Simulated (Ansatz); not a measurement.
**TlS4Br (built on the sites of a database entry of TlClO4): following an unstable mode**

Which phase does TlS4Br (built on the sites of a database entry of TlClO4) fall into along its unstable mode, and how much energy does it gain?

Method: DFT PBEsol, scalar-relativistic, plane waves, PAW, in Ansatz 0.2.0.

Most raw output is cut from this account.

The structure was built from a prototype and need not be the compound's stable phase.

## 1. Set-up

It takes space group F-43m (No. 216, cubic). Conventional cell: a = 9.357 Å, b = 9.357 Å, c = 9.357 Å, α = 90.00°, β = 90.00°, γ = 90.00°. Nearest to Tl lie 12 S at 3.82 Å. Nearest to Br lie 4 S at 2.52 Å. Nearest to S lie 3 S at 2.51 Å and 1 Br at 2.52 Å. Farther neighbours and most contacts between anions are not listed.

Coordinates:

```cif
data_structure
_symmetry_space_group_name_H-M 'P 1'
_symmetry_Int_Tables_number 1
_cell_length_a 6.6166
_cell_length_b 6.6166
_cell_length_c 6.6166
_cell_angle_alpha 60.000
_cell_angle_beta 60.000
_cell_angle_gamma 60.000
_cell_volume 204.83
loop_
_atom_site_label
_atom_site_type_symbol
_atom_site_fract_x
_atom_site_fract_y
_atom_site_fract_z
_atom_site_occupancy
Tl1 Tl 0.50000 0.50000 0.50000 1
Br2 Br 0.00000 0.00000 0.00000 1
S3 S 0.15527 0.15527 0.15527 1
S4 S 0.53419 0.15527 0.15527 1
S5 S 0.15527 0.15527 0.53419 1
S6 S 0.15527 0.53419 0.15527 1
```

## 2. The dispersion

The cell comes from relaxations at this level that are not shown. Stability and thermal properties need the whole zone. Linear response on a 2×2×2 q mesh gives force constants as far as a supercell of that size would.

The input, input.yaml:

```yaml
crystal:
  lattice:
    - [0.0, 4.6786404278, 4.6786404278]
    - [4.6786404278, 0.0, 4.6786404278]
    - [4.6786404278, 4.6786404278, 0.0]
  atoms:
    - { symbol: Tl, position: [0.5, 0.5, 0.5] }
    - { symbol: Br, position: [0.0, 0.0, 0.0] }
    - { symbol: S, position: [0.1552696917, 0.1552696917, 0.1552696917] }
    - { symbol: S, position: [0.5341909248, 0.1552696917, 0.1552696917] }
    - { symbol: S, position: [0.1552696917, 0.1552696917, 0.5341909248] }
    - { symbol: S, position: [0.1552696917, 0.5341909248, 0.1552696917] }
kpoints:
  mp_grid: { grid: [8, 8, 8] }
hamiltonian:
  xc: pbesol
scf:
  occupations: { method: methfessel_paxton, width: 0.2 }
output:
  eigenvalues: true
phonons:
  method: dfpt
  qmesh: [2, 2, 2]
  temperatures: { t_max: 1000, t_step: 50 }
  qpath:
    path:
      - [[0.0, 0.0, 0.0], [-0.5, -0.5, 0.0], [-0.375, -0.375, 0.25]]
      - [[-0.375, 0.0, 0.375], [0.0, 0.0, 0.0], [0.0, 0.0, 0.5], [-0.5, -0.25, 0.25], [-0.5, -0.5, 0.0]]
    npoints: 10
```

Launch:

```console
ansatz run input.yaml --threads 8 --pin off --max-ram 14336MiB --backend cpu --events-out ev --progress --plain --runs-dir out
```

It took 1.9 min on 8 threads of Intel Xeon Platinum 8488C (Sapphire Rapids), shared host; peak memory 3.5 GiB.

Numbers from this step:

```
volume per atom                                         : 34.14 Å³
gap on the k-mesh                                       : 0 eV
sum-rule residual before enforcement                    : 6.32e-5 eV/Å²
lowest frequency on the path                            : -314.2 cm⁻¹
point group                                             : -43m
highest frequency on the path or at a solved wavevector : 320.1 cm⁻¹
highest optical mode at the zone centre (no LO-TO term) : 320.1 cm⁻¹
lowest optical zone-centre mode                         : -306.4 cm⁻¹
lowest mode on the q mesh (acoustic modes at Γ apart)   : -314.2 cm⁻¹
```

Frequencies (cm⁻¹) solved at each irreducible wavevector; negative means imaginary. Frequencies by wavevector, by row:

```csv
q in reciprocal lattice units,star,mode 1,mode 2,mode 3,mode 4,mode 16,mode 17,mode 18
0 0 0,1,-306.4,-306.4,-306.4,-233.4,117.5,117.5,320.1
0 0 -0.5,4,-314.2,-300.8,-300.8,-211.9,119,123.2,306.9
0 -0.5 -0.5,3,-309.8,-309.8,-292.8,-221.8,126.7,126.7,303.9
```

Interpolated from a 2×2×2 q mesh. Phonon branches along the path, in cm⁻¹:

```csv
point,branch 1,branch 2,branch 3,branch 4,branch 15,branch 16,branch 17,branch 18
Γ,-306,-306,-306,-233,118,118,118,320
halfway,-308,-308,-300,-228,113,122,122,312
X,-310,-310,-293,-222,105,127,127,304
halfway,-310,-309,-294,-220,100,126,132,304
U,-310,-306,-297,-215,96,125,138,304
jump to K,-310,-306,-297,-215,96,125,138,304
halfway,-309,-306,-301,-223,111,120,127,312
Γ,-306,-306,-306,-233,118,118,118,320
halfway,-310,-304,-304,-225,119,119,119,314
L,-314,-301,-301,-212,119,119,123,307
halfway,-312,-303,-300,-212,101,123,136,305
W,-309,-306,-298,-213,88,132,136,303
halfway,-310,-308,-295,-218,96,130,132,304
X,-310,-310,-293,-222,105,127,127,304
```

Symmetry leaves 3 wavevectors to solve. The lowest mode among them, the acoustic zeros apart, lies at q = (0, 0, -0.5) and is imaginary, 314.2i cm⁻¹, so the energy falls along it.

## 3. The mode frozen in, largest atomic shift 0 Å

The mode followed lies at q = (0, -0.5, -0.5) with frequency 309.8i cm⁻¹ and is 2-fold degenerate, one of the unstable modes though not the softest. At small amplitude the distorted cell has space group no. 31 by a symmetry search on the positions. The undistorted cell that holds it gives the zero of energy on the same k mesh.

System of this step: TlS4Br (built on the sites of a database entry of TlClO4). Symmetry: F-43m, No. 216, cubic system. Conventional cell: a = 9.357 Å, b = 9.357 Å, c = 9.357 Å, α = 90.00°, β = 90.00°, γ = 90.00°. Nearest to Tl lie 12 S at 3.82 Å. Br has 4 S at 2.52 Å nearest. S has 3 S at 2.51 Å and 1 Br at 2.52 Å nearest. Farther neighbours and most contacts between anions are not listed.

The input, input.yaml:

```yaml
crystal:
  lattice:
    - [0.0, -4.6786404278, -4.6786404278]
    - [0.0, 4.6786404278, -4.6786404278]
    - [9.3572808556, 0.0, 0.0]
  atoms:
    - { symbol: Tl, position: [0.5, 0.5, 0.0] }
    - { symbol: Tl, position: [0.0, 0.0, 0.5] }
    - { symbol: Br, position: [0.5, 0.5, 0.5] }
    - { symbol: Br, position: [1.0, 1.0, 0.0] }
    - { symbol: S, position: [0.1894606165, 0.5, 0.6552696917] }
    - { symbol: S, position: [0.6894606165, 0.0, 0.1552696917] }
    - { symbol: S, position: [0.8105393835, 0.5, 0.6552696917] }
    - { symbol: S, position: [0.3105393835, 0.0, 0.1552696917] }
    - { symbol: S, position: [0.0, 0.6894606165, 0.8447303083] }
    - { symbol: S, position: [0.5, 0.1894606165, 0.3447303083] }
    - { symbol: S, position: [0.0, 0.3105393835, 0.8447303083] }
    - { symbol: S, position: [0.5, 0.8105393835, 0.3447303083] }
kpoints:
  mp_grid: { grid: [6, 6, 4] }
hamiltonian:
  xc: pbesol
scf:
  occupations: { method: methfessel_paxton, width: 0.2 }
output:
  forces: true
  stress: true
  eigenvalues: true
```

The job ended after 4.9 s (8 threads; peak memory 1.5 GiB).

Numbers from this step:

- pressure: -0.005111 GPa
- energy from the undistorted cell: 0 meV/atom

The run ends at a pressure of -0.01 GPa, with forces up to 0.0038 eV/Å.

## 4. The mode frozen in, largest atomic shift 0.32 Å

The atoms are moved along the unstable eigenvector, the largest shift by 0.32 Å, with the cell fixed.

The input, input.yaml:

```yaml
crystal:
  lattice:
    - [0.0, -4.6786404278, -4.6786404278]
    - [0.0, 4.6786404278, -4.6786404278]
    - [9.3572808556, 0.0, 0.0]
  atoms:
    - { symbol: Tl, position: [0.5001585086, 0.5, 0.0] }
    - { symbol: Tl, position: [-0.0001585086, 0.0, 0.5] }
    - { symbol: Br, position: [0.4893348311, 0.5, 0.5] }
    - { symbol: Br, position: [1.0106651689, 1.0, 0.0] }
    - { symbol: S, position: [0.2149476909, 0.5, 0.6262058723] }
    - { symbol: S, position: [0.6639735422, 0.0, 0.1843335112] }
    - { symbol: S, position: [0.8360264578, 0.5, 0.6843335112] }
    - { symbol: S, position: [0.2850523091, 0.0, 0.1262058723] }
    - { symbol: S, position: [-0.0261999884, 0.6894606165, 0.8447303083] }
    - { symbol: S, position: [0.5261999884, 0.1894606165, 0.3447303083] }
    - { symbol: S, position: [-0.0261999884, 0.3105393835, 0.8447303083] }
    - { symbol: S, position: [0.5261999884, 0.8105393835, 0.3447303083] }
kpoints:
  mp_grid: { grid: [6, 6, 4] }
hamiltonian:
  xc: pbesol
scf:
  occupations: { method: methfessel_paxton, width: 0.2 }
output:
  forces: true
  stress: true
  eigenvalues: true
  write_density: true
  write_potential: true
  elf: true
  volumetric_format: npy
```

It took 18 s on 8 threads; peak memory 1.7 GiB; 2.2 min of CPU time.

This step gave:

```yaml
pressure: 2.006 GPa
energy_from_the_undistorted_cell: -156.3 meV/atom
```

The energy, extrapolated to zero smearing, is -156.29 meV/atom against the undistorted cell.

The run ends at a pressure of 2.01 GPa, with forces up to 1.2 eV/Å.

## 5. Energy along the mode, all amplitudes (two of the runs are shown above)

An imaginary frequency means negative curvature, so the energy should fall and then rise again as anharmonic terms take over.

This step gave:

* depth at the lowest point sampled: 156.3 meV/atom
* largest atomic shift at that point: 0.32 Å

Table of energy from the parent by largest atomic shift:

```csv
largest atomic shift (Å),energy from the parent (meV/atom)
0.000,0
0.040,-4.03
0.080,-15.8
0.140,-46.0
0.220,-98.9
0.320,-156
0.450,-151
0.600,84.1
```

Displacement at unit largest shift by atom:

```csv
atom,x (Å),y (Å),z (Å),size
Tl1,0.00,0.00,0.00,0.00
Tl2,0.00,0.00,0.00,0.00
Br3,0.00,0.16,0.16,0.22
Br4,0.00,-0.16,-0.16,0.22
S5,-0.85,-0.37,-0.37,1.00
S6,0.85,0.37,0.37,1.00
S7,0.85,-0.37,-0.37,1.00
S8,-0.85,0.37,0.37,1.00
S9,0.00,0.38,0.38,0.54
S10,0.00,-0.38,-0.38,0.54
S11,0.00,0.38,0.38,0.54
S12,0.00,-0.38,-0.38,0.54
```

The lowest of the steps tried is at 0.32 Å, 156 meV/atom below the parent; the bottom of the well need not coincide with a step.

## 6. Relaxing from the distorted cell

Starting from the lowest point found, all atoms and the cell are let go, so that strain and other modes of the same symmetry can join in.

Edit input.yaml of step 4 so:

```diff
@@ -28,5 +28,6 @@
   eigenvalues: true
-  write_density: true
-  write_potential: true
-  elf: true
-  volumetric_format: npy
+relax:
+  adjacent_minimum: "off"
+  f_tol: 0.002
+  max_steps: 120
+  cell: { stress_tol: 0.03 }
```

Run time: 8.2 min. Hardware: 8 threads; peak memory 1.9 GiB; 63 min of CPU time.

Step by step (22 of 36):

```csv
step,energy less that of the first step (eV),largest force component (eV/Å),pressure (GPa),volume (Å³)
1,0.0000,1.1545,2.01,409.66
3,-1.4474,0.4170,-0.02,453.87
4,-1.8039,0.2563,-0.43,458.62
6,-2.7800,0.7890,-0.88,444.75
8,-4.8498,1.2735,-1.57,426.27
9,-5.3538,0.9128,0.87,412.98
11,-5.6109,0.4153,-0.20,413.34
13,-5.9455,0.3772,0.34,402.34
14,-6.1232,0.1054,-0.03,393.62
16,-6.2840,0.0933,-0.33,383.11
18,-6.3797,0.1631,-0.03,367.74
19,-6.3675,0.3179,0.20,362.54
21,-6.4097,0.0561,0.11,370.59
23,-6.3563,0.6575,0.31,379.25
24,-6.4256,0.0463,0.02,381.39
26,-6.4292,0.0402,0.04,383.66
28,-6.4316,0.0153,0.00,384.56
29,-6.4320,0.0185,0.01,384.12
31,-6.4322,0.0066,-0.01,383.70
33,-6.4323,0.0037,0.00,383.61
34,-6.4323,0.0021,0.00,383.61
36*,-6.4338,0.0013,0.01,383.60
```

Relaxation steps marked * repeat the geometry before them on a plane-wave basis chosen anew for their cell, so energy and pressure can jump there. Other such steps can lie between the rows shown. Relaxation steps 19, 23 were tried and not accepted.

The run keeps the 4 symmetry operations that it works with, so distortions that break them were not tested.

```csv
cell as run,before,after,change
a (Å),6.617,7.279,+10.0 %
b (Å),6.617,6.756,+2.1 %
c (Å),9.357,7.800,-16.6 %
volume (Å³/atom),34.14,31.97,-6.4 %
```

The atoms that moved most (Å, as changes of fractional coordinates times the final cell):

```csv
atom,dx,dy,dz,length
Br4,1.954,-1.298,-1.298,2.681
Br3,1.954,1.298,1.298,2.681
S9,-0.503,1.322,0.830,1.640
S10,-0.503,-0.830,-1.322,1.640
S12,-0.503,-1.322,-0.830,1.640
S11,-0.503,0.830,1.322,1.640
S8,-0.817,-0.816,-0.816,1.414
S5,-0.817,0.816,0.816,1.414
```

The relaxed structure:

```cif
data_structure
_symmetry_space_group_name_H-M 'P 1'
_symmetry_Int_Tables_number 1
_cell_length_a 7.2786
_cell_length_b 6.7563
_cell_length_c 7.8004
_cell_angle_alpha 90.000
_cell_angle_beta 90.000
_cell_angle_gamma 90.000
_cell_volume 383.60
loop_
_atom_site_label
_atom_site_type_symbol
_atom_site_fract_x
_atom_site_fract_y
_atom_site_fract_z
_atom_site_occupancy
Tl1 Tl 0.53594 0.50000 0.03871 1
Tl2 Tl 0.96406 0.00000 0.53871 1
Br3 Br 0.23707 0.50000 0.75050 1
Br4 Br 0.26293 0.00000 0.25050 1
S5 S 0.05639 0.50000 0.52143 1
S6 S 0.71777 0.00000 0.12876 1
S7 S 0.78223 0.50000 0.62876 1
S8 S 0.44361 0.00000 0.02143 1
S9 S 0.76470 0.74091 0.78030 1
S10 S 0.73530 0.24091 0.28030 1
S11 S 0.76470 0.25909 0.78030 1
S12 S 0.73530 0.75909 0.28030 1
```

This step gave:

| Item | Value |
| --- | --- |
| pressure | 0.009257 GPa |
| volume per atom | 31.97 Å³ |
| gap on the k-mesh | 0.9788 eV |

The distorted start has space group Pmn2_1; the relaxation ends in Pmn2_1.

## 7. Outcome

| Quantity | Value |
| --- | --- |
| unstable mode of the parent | q = (0, -0.5, -0.5), 310i cm⁻¹ |
| depth at the lowest point sampled | 156 meV/atom |
| largest atomic shift at that point | 0.32 Å |
| space group reached (within 0.01 Å) | Pmn2_1 |
| energy gained over the parent (first relaxation, on the mesh of the frozen mode) | 692 meV/atom |
| volume per atom, phase reached | 32.0 Å³ |
| gap on the k-mesh, phase reached | 0.979 eV |

In words: From this start the structure relaxes into Pmn2_1, 692 meV/atom below the parent. At the parent's cell the well is 156.3 meV/atom deep on the steps tried, with its lowest point at a shift of 0.32 Å. Relaxing atoms and cell changes the gain by +535.93 meV/atom against the lowest step (energies at zero smearing). Most of the total comes from this relaxation. The frozen pattern makes up only 12 % of the final shifts of the atoms, so other modes or strain give most of the change. The modes of the phase reached were not computed on this path. Of the 3 patterns followed to their end from this parent, this one ends 102 meV/atom above the lowest, C222_1. Each path keeps the symmetry of its pattern, so a lower phase may lie along a pattern not tried. With no gap, or one that is small against the smearing, the frequencies hang on the k mesh and the smearing, most of all near Kohn anomalies. A semilocal functional can close a gap that the real compound would have, so the metallic treatment may be an artefact of the level. Spin-orbit coupling is left out, which can matter for the heavy elements here. A phonon run warned that its eigensolver left some bands unconverged in a pass. The starting cell was built on a prototype and not taken from a measurement, so the phase need not exist.

[Logs are printed without paths, hosts, clocks, repeated set-up lines and the standing remarks that a program may print on its own settings, such as how far it seeks lower states.]

[Hosts, paths, dates, database ids (printed as entryN), source tags and the programs' standing remarks are cut or masked in the printed files.]
